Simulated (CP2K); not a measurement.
Two runs for the C K edge of 2-hydroxythiazole. Run A: CP2K XAS_TDP, all-electron GAPW, PBEh(45%), aug-cc-pVDZ, TDA, no relativity. Run B differs in one setting.

First lines with a strength over 0.0015. A:

```
                     atom  energy (eV)  states  strength, one atom
C2 (bonded to N, O and S)       283.87       1              0.0658
                                285.99       1              0.0348
                                287.32       1              0.0065
                                288.51       1              0.0021
                                289.10       1              0.0075
C4 (bonded to C, N and H)       282.21       1              0.0528
                                284.84       1              0.0080
                                285.01       1              0.0058
                                285.31       1              0.0096
                                286.82       1              0.0041
C5 (bonded to C, S and H)       282.11       1              0.0464
                                283.53       1              0.0326
                                284.96       1              0.0122
                                286.10       1              0.0076
                                286.47       1              0.0021
```

B:

```
                     atom  energy (eV)  states  strength, one atom
C2 (bonded to N, O and S)       283.89       1              0.0656
                                285.93       1              0.0370
                                288.11       1              0.0130
                                290.08       1              0.0116
                                290.71       1              0.0217
C4 (bonded to C, N and H)       282.23       1              0.0517
                                284.87       1              0.0089
                                285.16       1              0.0067
                                286.83       1              0.0259
                                287.58       1              0.0031
C5 (bonded to C, S and H)       282.08       1              0.0458
                                283.43       1              0.0341
                                286.15       1              0.0142
                                286.60       1              0.0223
                                289.23       1              0.0056
```

Q: Which was it: GW2X switched on, scalar relativity switched on, the functional, the basis?

The basis (basis from aug-cc-pVDZ to 6-31G*; the lines alone don't name the new value). A basis moves diffuse and continuum lines far more than the leading valence line. Against PBEh(45%) in aug-cc-pVDZ, the leading lines move by +0.02 eV (C2, to 283.89), +0.02 eV (C4, to 282.23) and -0.03 eV (C5, to 282.08). The next line of C2 over the strength cut lies 2.04 eV higher, against 2.12.

[Banner, clock and machine lines of the logs are left out without a mark of their own.]

[Logs are printed without paths, hosts, clocks, repeated set-up lines and the standing remarks that a program may print on its own settings, such as how far it seeks lower states.]

[Hosts, paths, dates, database ids (printed as entryN), source tags and the programs' standing remarks are cut or masked in the printed files.]
